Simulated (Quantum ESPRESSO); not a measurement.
# Nickel: parallel and opposed starts

A self-consistent run ends on one state, which hangs on the start. Several orders of Nickel are started in Quantum ESPRESSO and their energies compared.

Calculated with Quantum ESPRESSO 7.5; PBE; plane waves with GBRV 1.5 PBE potentials, no spin-orbit coupling.

## (1) The structure

Symmetry: Fm-3m, No. 225, cubic system. Conventional cell: a = 3.524 Å, b = 3.524 Å, c = 3.524 Å, α = 90.00°, β = 90.00°, γ = 90.00°. Ni has 12 Ni at 2.49 Å nearest.

Coordinates:

```
Ni
1.0
     0.00000    1.76194    1.76194
     1.76194    0.00000    1.76194
     1.76194    1.76194    0.00000
Ni
1
Direct
  0.00000 0.00000 0.00000
```

The cell comes from the Crystallography Open Database.

## (2) Run 1 (ferro +)

The signs are those of the starting moments on the seeded atoms, the atoms that are given a moment.

ASE passes magmoms on as starting_magnetization. pw.x reads values of 1 or more as Bohr magnetons; where all are smaller, it reads them as fractions of the valence charge.

pw.py reads:

```python
from ase import Atoms
from ase.calculators.espresso import Espresso, EspressoProfile

atoms = Atoms(['Ni'],
    cell=[[0.0, 1.761935, 1.761935],
         [1.761935, 0.0, 1.761935],
         [1.761935, 1.761935, 0.0]],
    scaled_positions=[[0.0, 0.0, 0.0]],
    pbc=True,
    magmoms=[1.0])
input_data = {
    'control': {'calculation': 'scf', 'prefix': 'pwscf', 'outdir': './tmp', 'disk_io': 'nowf'},
    'system': {'ecutwfc': 40.0, 'ecutrho': 280.0, 'nbnd': 15, 'occupations': 'smearing', 'smearing': 'fd', 'degauss': 0.00734986, 'nspin': 2},
    'electrons': {'conv_thr': 2e-09, 'electron_maxstep': 150, 'mixing_beta': 0.3},
}
atoms.calc = Espresso(
    profile=EspressoProfile(command='mpirun -n 2 pw.x -nk 2', pseudo_dir='pseudo'),
    pseudopotentials={'Ni': 'ni_pbe_v1.4.uspp.F.UPF'},
    input_data=input_data,
    kpts=(14, 14, 14),
    koffset=(0, 0, 0))
atoms.get_potential_energy()
energy = atoms.calc.results['free_energy']
print(f'free energy: {energy:.6f} eV')
print('site moments (muB):', atoms.get_magnetic_moments().round(3))
```

espresso.pwi reads:

```
&CONTROL
   calculation      = 'scf'
   outdir           = './tmp'
   prefix           = 'pwscf'
   disk_io          = 'nowf'
   pseudo_dir       = 'pseudo'
/
&SYSTEM
   nbnd             = 15
   ecutwfc          = 40.0
   ecutrho          = 280.0
   occupations      = 'smearing'
   degauss          = 0.00734986
   smearing         = 'fd'
   nspin            = 2
   starting_magnetization(1) = 1.0
   ntyp             = 1
   nat              = 1
   ibrav            = 0
/
&ELECTRONS
   electron_maxstep = 150
   conv_thr         = 2e-09
   mixing_beta      = 0.3
/
&IONS
/
&CELL
/
&FCP
/
&RISM
/
ATOMIC_SPECIES
Ni  58.6934 ni_pbe_v1.4.uspp.F.UPF

K_POINTS automatic
14 14 14  0 0 0

CELL_PARAMETERS angstrom
0.00000000000000 1.76193500000000 1.76193500000000
1.76193500000000 0.00000000000000 1.76193500000000
1.76193500000000 1.76193500000000 0.00000000000000

ATOMIC_POSITIONS angstrom
Ni  0.0000000000 0.0000000000 0.0000000000
```

Launch:

```console
$ OMP_NUM_THREADS=1 python3 pw.py > pw.log
```

Output:

```text
free energy: -4670.556765 eV
site moments (muB): [0.682]

--- espresso.pwo ---
Program PWSCF v.7.5 starts

Warning: card &CELL ignored
Warning: card &FCP ignored
Warning: card &RISM ignored

     Message from routine setup:
     using ibrav=0 with symmetry is DISCOURAGED, use correct ibrav instead

     K-points division:     npool     =       2
     Subspace diagonalization in iterative solution of the eigenvalue problem:

     G-vector sticks info
     --------------------
     sticks:   dense  smooth     PW     G-vecs:    dense   smooth      PW
     Sum         433     253     85                 5817     2565     537

     Using Slab Decomposition

     bravais-lattice index     =            0
     lattice parameter (alat)  =       4.7087  a.u.
     unit-cell volume          =      73.8238 (a.u.)^3
     number of atoms/cell      =            1
     number of atomic types    =            1
     number of electrons       =        18.00
     number of Kohn-Sham states=           15
     kinetic-energy cutoff     =      40.0000  Ry
     charge density cutoff     =     280.0000  Ry
     scf convergence threshold =      2.0E-09
     mixing beta               =       0.3000
     number of iterations used =            8  plain     mixing
     Exchange-correlation=  SLA  PW   PBX  PBC
                           (   1   4   3   4   0   0   0)

     celldm(1)=   4.708730  celldm(2)=   0.000000  celldm(3)=   0.000000
     celldm(4)=   0.000000  celldm(5)=   0.000000  celldm(6)=   0.000000

     crystal axes: (cart. coord. in units of alat)
               a(1) = (   0.000000   0.707107   0.707107 )
               a(2) = (   0.707107   0.000000   0.707107 )
               a(3) = (   0.707107   0.707107   0.000000 )

     reciprocal axes: (cart. coord. in units 2 pi/alat)
               b(1) = ( -0.707107  0.707107  0.707107 )
               b(2) = (  0.707107 -0.707107  0.707107 )
               b(3) = (  0.707107  0.707107 -0.707107 )

     PseudoPot. # 1 for Ni read from file:
     ni_pbe_v1.4.uspp.F.UPF
     Pseudo is Ultrasoft + core correction, Zval = 18.0
     Generated by new atomic code, or converted to UPF format
     Using radial grid of  865 points,  6 beta functions with:
                l(1) =   0
                l(2) =   0
                l(3) =   1
                l(4) =   1
                l(5) =   2
                l(6) =   2
     Q(r) pseudized with 10 coefficients,  rinner =    0.980   0.980   0.980
                                                       0.980   0.980

     atomic species   valence    mass     pseudopotential
     Ni               18.00    58.69340     Ni( 1.00)

     Starting magnetic structure
     atomic species   magnetization
     Ni              0.056

     48 Sym. Ops., with inversion, found

   Cartesian axes

     site n.     atom                  positions (alat units)
         1        Ni     tau(   1) = (   0.0000000   0.0000000   0.0000000  )

     number of k points=   104  Fermi-Dirac smearing, width (Ry)=  0.0073

     Number of k-points >= 100: set verbosity='high' to print them.

     Dense  grid:     5817 G-vectors     FFT dimensions: (  25,  25,  25)

     Smooth grid:     2565 G-vectors     FFT dimensions: (  20,  20,  20)

     Check: negative core charge=   -0.000020
     Generating pointlists ...
     new r_m :   0.4125 (alat units)  1.9424 (a.u.) for type    1

     Initial potential from superposition of free atoms

     starting charge      16.0000, renormalised to      18.0000
     Starting wfcs are   13 randomized atomic wfcs +    2 random wfcs

     Self-consistent Calculation

     iteration #  1     ecut=    40.00 Ry     beta= 0.30
     Davidson diagonalization with overlap
     ethr =  1.00E-02,  avg # of iterations =  4.6

     total energy              =    -336.85278483 Ry
     estimated scf accuracy    <      31.70968366 Ry

     total magnetization       =     0.22 Bohr mag/cell
     absolute magnetization    =     0.23 Bohr mag/cell

     iteration #  2     ecut=    40.00 Ry     beta= 0.30
     Davidson diagonalization with overlap
     ethr =  1.00E-02,  avg # of iterations =  3.0

     total energy              =    -343.02478355 Ry
     estimated scf accuracy    <       1.23779495 Ry

     total magnetization       =     0.43 Bohr mag/cell
     absolute magnetization    =     0.48 Bohr mag/cell

     iteration #  3     ecut=    40.00 Ry     beta= 0.30
     Davidson diagonalization with overlap
     ethr =  6.88E-03,  avg # of iterations =  2.0

     total energy              =    -343.26737007 Ry
     estimated scf accuracy    <       0.05810471 Ry

     total magnetization       =     0.69 Bohr mag/cell
     absolute magnetization    =     0.75 Bohr mag/cell

     [... further iterations left out ...]

     iteration #  8     ecut=    40.00 Ry     beta= 0.30
     Davidson diagonalization with overlap
     ethr =  7.54E-08,  avg # of iterations =  1.1

     total energy              =    -343.27962047 Ry
     estimated scf accuracy    <       0.00000136 Ry

     total magnetization       =     0.64 Bohr mag/cell
     absolute magnetization    =     0.74 Bohr mag/cell

     iteration #  9     ecut=    40.00 Ry     beta= 0.30
     Davidson diagonalization with overlap
     ethr =  7.54E-09,  avg # of iterations =  1.0

     total energy              =    -343.27962031 Ry
     estimated scf accuracy    <       0.00000200 Ry

     total magnetization       =     0.64 Bohr mag/cell
     absolute magnetization    =     0.74 Bohr mag/cell

     iteration # 10     ecut=    40.00 Ry     beta= 0.30
     Davidson diagonalization with overlap
     ethr =  7.54E-09,  avg # of iterations =  1.5

     total energy              =    -343.27962053 Ry
     estimated scf accuracy    <       0.00000020 Ry

     total magnetization       =     0.64 Bohr mag/cell
     absolute magnetization    =     0.74 Bohr mag/cell

     iteration # 11     ecut=    40.00 Ry     beta= 0.30
     Davidson diagonalization with overlap
     ethr =  1.11E-09,  avg # of iterations =  1.5

     Magnetic moment per site  (integrated on atomic sphere of radius R)
     atom   1 (R=0.412)  charge= 16.7034  magn=  0.6819

     End of self-consistent calculation

     Number of k-points >= 100: set verbosity='high' to print the bands.

     the Fermi energy is    17.7605 ev

!    total energy              =    -343.27962064 Ry
     estimated scf accuracy    <          1.1E-09 Ry
     smearing contrib. (-TS)   =      -0.00413852 Ry
     internal energy E=F+TS    =    -343.27548212 Ry

     The total energy is F=E-TS. E is the sum of the following terms:
     one-electron contribution =    -192.36646785 Ry
     hartree contribution      =     107.72658269 Ry
     xc contribution           =     -35.55975533 Ry
     ewald contribution        =    -223.07584162 Ry

     total magnetization       =     0.64 Bohr mag/cell
     absolute magnetization    =     0.74 Bohr mag/cell

     convergence has been achieved in  11 iterations

=------------------------------------------------------------------------------=
   JOB DONE.
=------------------------------------------------------------------------------=
```

Elapsed: 5.7 s, on 2 MPI ranks of Arm Neoverse V2, shared host; peak memory 0.2 GiB; 11 s of CPU time.

Spin moment in the atom's sphere by atom:

```tsv
atom	spin moment in the atom's sphere (μB)
Ni1	0.682
```

This step gave:

```
smearing term TS       : 0.05631 eV
magnetization          : 0.64 μB
absolute magnetization : 0.739 μB
final state            : ferromagnetic
```

[end of part 1 of 2]

[Logs and program files are shortened in this print: banners, set-up blocks, solver, clock and traceback lines can be left out without a mark of their own.]

[Logs are printed without paths, hosts, clocks, repeated set-up lines and the standing remarks that a program may print on its own settings, such as how far it seeks lower states.]

[Hosts, paths, dates, database ids (printed as entryN), source tags and the programs' standing remarks are cut or masked in the printed files.]

[Where a cell is said to come from a database of computed structures, the database is the Materials Project.]
